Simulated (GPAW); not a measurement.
# TiSi2As4 monolayer: work function by functional and basis, part 2 of 2

Wanted: work functions and dipole of TiSi2As4 monolayer, with the cost of each level.

GPAW 26.7.0; GPAW, PAW setups; layer in a repeated cell with vacuum, relaxation of atoms and in-plane cell (the session's first sound run).

So far, upper work function (eV): step 3 (the slab's potential, PBE, GPAW) 5.05; step 5 (self-consistent run: xc = "vdW-DF2", GPAW, PAW setups, GPAW) 5.38; step 6 (OptPBE vdW: xc = "optPBE-vdW", GPAW, PAW setups, GPAW) 5.26; step 7 (self-consistent run: xc = "revPBE") 4.95; step 8 (self-consistent run: xc = "RPBE") 4.94.

### Step 9. Real-space grid: mode = "fd"

A real-space grid is a second complete basis, so it checks the plane-wave result.

run.py reads:

```python
import json
import numpy as np
from ase import Atoms
from gpaw import GPAW

slab = Atoms(
    ['As', 'Si', 'As', 'Ti', 'As', 'Si', 'As'],
    positions=[
        [-0.00000, 0.00000, 7.00000],
        [-0.00000, 2.14091, 8.09619],
        [-0.00000, 2.14091, 10.46831],
        [-0.00000, 0.00000, 11.94961],
        [-0.00000, 2.14091, 13.43092],
        [-0.00000, 2.14091, 15.80303],
        [-0.00000, 0.00000, 16.89923]],
    cell=[[3.70817, -0.0, 0.0], [-1.85408, 3.21137, 0.0], [0.0, 0.0, 23.8992]],
    pbc=[True, True, False])

slab.calc = GPAW(mode='fd', h=0.18, xc='PBE', kpts={'size': (9, 9, 1), 'gamma': True},
                 occupations={'name': 'fermi-dirac', 'width': 0.05}, nbands='200%',
                 convergence={'density': 1e-05}, maxiter=200,
                 poissonsolver={'dipolelayer': 'xy'},
                 symmetry={'tolerance': 1e-3}, txt='slab.txt')
result = {}
energy = slab.get_potential_energy()
fermi = slab.calc.get_fermi_level()
v = slab.calc.get_electrostatic_potential().mean((0, 1)) - fermi
n = slab.calc.get_pseudo_density().mean((0, 1))
L = slab.cell[2, 2]
z = np.arange(len(v)) * L / len(v)
low, high = slab.positions[:, 2].min(), slab.positions[:, 2].max()
below, above = np.interp([low - 4.8, high + 4.8], z, v)
slopes = [np.interp(x, z, np.gradient(v, z)) for x in (low - 4.8, high + 4.8)]
eps = np.array([[slab.calc.get_eigenvalues(k, s) for k in range(len(slab.calc.get_ibz_k_points()))]
                for s in range(slab.calc.get_number_of_spins())]) - fermi
top, bottom = eps[eps < 0].max(), eps[eps > 0].min()
dipole = slab.get_dipole_moment()[2]
print(f'energy {energy:.4f} eV, Fermi level {fermi:.4f} eV, dipole {dipole:.5f} e A')
print(f'potential 4.8 A off the faces, from the Fermi level: lower {below:.4f} eV, upper {above:.4f} eV')
print(f'slope of the potential there: lower {slopes[0]:.5f}, upper {slopes[1]:.5f} eV/A')
print(f'nearest levels on the mesh: {top:.4f} and {bottom:.4f} eV')
print('magnetic moment', round(slab.get_magnetic_moment(), 3))
result.update(energy=energy, fermi=fermi, dipole=dipole, below=below, above=above, slopes=slopes, edges=[top, bottom],
              z=z.tolist(), v=v.tolist(), n=n.tolist(), positions=slab.positions.tolist(),
              forces=slab.get_forces(apply_constraint=False).tolist(), moments=slab.get_magnetic_moments().tolist())
json.dump(result, open('result.json', 'w'))
```

The run is started by

```console
> OMP_NUM_THREADS=1 OPENBLAS_NUM_THREADS=1 python run.py
```

Wall time 3.5 min (1 thread of Arm Neoverse V1, shared host); peak memory 0.62 GiB.

This step gave:

| Property | Result |
| --- | --- |
| dipole along the normal | 5.53e-4 e·Å |
| levels nearest the Fermi level on the mesh | -0.1400, 0.02936 eV from the Fermi level |
| upper work function | 5.059 eV |
| lower work function | 5.067 eV |

The upper face's work function is 5.059 eV, against 5.054 eV in the first plane-wave PBE run at this geometry.

### Step 10. Atomic orbitals: mode = "lcao"

Atom-centred orbitals end a few angstrom from the surface, which tests how much the density's tail matters.

run.py: that of step 9 with these lines changed.

```diff
@@ -18,4 +18,4 @@
 
-slab.calc = GPAW(mode='fd', h=0.18, xc='PBE', kpts={'size': (9, 9, 1), 'gamma': True},
-                 occupations={'name': 'fermi-dirac', 'width': 0.05}, nbands='200%',
+slab.calc = GPAW(mode='lcao', basis='dzp', h=0.18, xc='PBE', kpts={'size': (9, 9, 1), 'gamma': True},
+                 occupations={'name': 'fermi-dirac', 'width': 0.05}, nbands='120%',
                  convergence={'density': 1e-05}, maxiter=200,
```

It took 2.3 min on 1 thread; peak memory 0.32 GiB.

This step gave:

```yaml
dipole_along_the_normal: 5.54e-4 e·Å
levels_nearest_the_fermi_level_on_the_mesh: -0.1422, 0.02940 eV from the Fermi level
upper_work_function: 4.826 eV
lower_work_function: 4.835 eV
```

The upper face's work function is 4.826 eV, against 5.054 eV in the first plane-wave PBE run at this geometry.

### Step 11. Cost and result by level

Times are for 1 thread of Arm Neoverse V1, shared host. The series side by side:

```csv
no.,run,upper work function (eV),lower work function (eV),time,memory (GiB)
1,pw,5.054,5.062,85 s,0.25
2,LDA,5.335,5.343,83 s,0.25
3,vdW DF2,5.383,5.391,2.2 min,0.43
4,optPBE vdW,5.258,5.267,96 s,0.43
5,revPBE,4.948,4.957,86 s,0.25
6,RPBE,4.944,4.952,86 s,0.25
7,fd,5.059,5.067,3.5 min,0.62
8,lcao,4.826,4.835,2.3 min,0.32
```

### Step 12. Side by side

Results and costs are gathered.

This step: comparison of work functions, dipole and cost (GPAW 26.7.0).

Ladder, by row:

```csv
step,code,"work function, upper (eV)","work function, lower (eV)",dipole (e Å),wall time (s),peak memory (GiB),threads
pw,GPAW,5.054,5.062,4.11e-4,84.88,0.25,1
LDA,GPAW,5.335,5.343,4.10e-4,82.76,0.25,1
vdW-DF2,GPAW,5.383,5.391,4.13e-4,133.7,0.43,1
optPBE-vdW,GPAW,5.258,5.267,4.12e-4,96.25,0.43,1
revPBE,GPAW,4.948,4.957,4.11e-4,86.05,0.25,1
RPBE,GPAW,4.944,4.952,4.12e-4,86.15,0.25,1
fd,GPAW,5.059,5.067,5.53e-4,207.4,0.62,1
lcao,GPAW,4.826,4.835,5.54e-4,137.5,0.32,1
```

### Step 13. A changed run

One more run, with changed settings.

This step: GPAW, PAW setups; slab in vacuum (GPAW 26.7.0).

run.py: that of step 10 with these lines changed.

```diff
@@ -3,3 +3,3 @@
 from ase import Atoms
-from gpaw import GPAW
+from gpaw import GPAW, PW
 
@@ -18,5 +18,5 @@
 
-slab.calc = GPAW(mode='lcao', basis='dzp', h=0.18, xc='PBE', kpts={'size': (9, 9, 1), 'gamma': True},
-                 occupations={'name': 'fermi-dirac', 'width': 0.05}, nbands='120%',
-                 convergence={'density': 1e-05}, maxiter=200,
+slab.calc = GPAW(mode=PW(60), xc='PBE', kpts={'size': (9, 9, 1), 'gamma': True},
+                 occupations={'name': 'fermi-dirac', 'width': 0.05}, nbands='200%',
+                 convergence={'density': 1e-05}, maxiter=50,
                  poissonsolver={'dipolelayer': 'xy'},
```

Elapsed: 14 s, on 1 thread; peak memory 0.13 GiB.

The run finished. A setting was moved off its sound value on purpose, so it serves as a test and not as the result.

The fault put into the input: a cutoff far too low (ecut = 60).

### Step 14. Outcome

- work function, upper and lower face: 5.054 and 5.062 eV
- dipole along the normal: 4.1e-4 e Å, near the numerical noise

**Reading.** With plane waves and PBE the work function is 5.05 eV on the upper face and 5.06 eV on the lower. Over the sound runs of the table the upper face's work function spans 4.826 (lcao) to 5.383 eV (vdW-DF2). Atomic orbitals miss the plane-wave value by -0.23 eV, since they describe the tail of the density in the vacuum poorly. The small printed dipole stands for a step of -6.2 meV from the lower to the upper face, and the probes find -8.3 meV; values this small are near the numerical noise of both. The runs had no spin polarisation, so a magnetic state, which thin layers of d-metal atoms can have, wasn't tested. The layer's cell and atoms come from the relaxation; spin-orbit coupling and temperature are left out.

[Logs are printed without paths, hosts, clocks, repeated set-up lines and the standing remarks that a program may print on its own settings, such as how far it seeks lower states.]

[Hosts, paths, dates, database ids (printed as entryN), source tags and the programs' standing remarks are cut or masked in the printed files.]
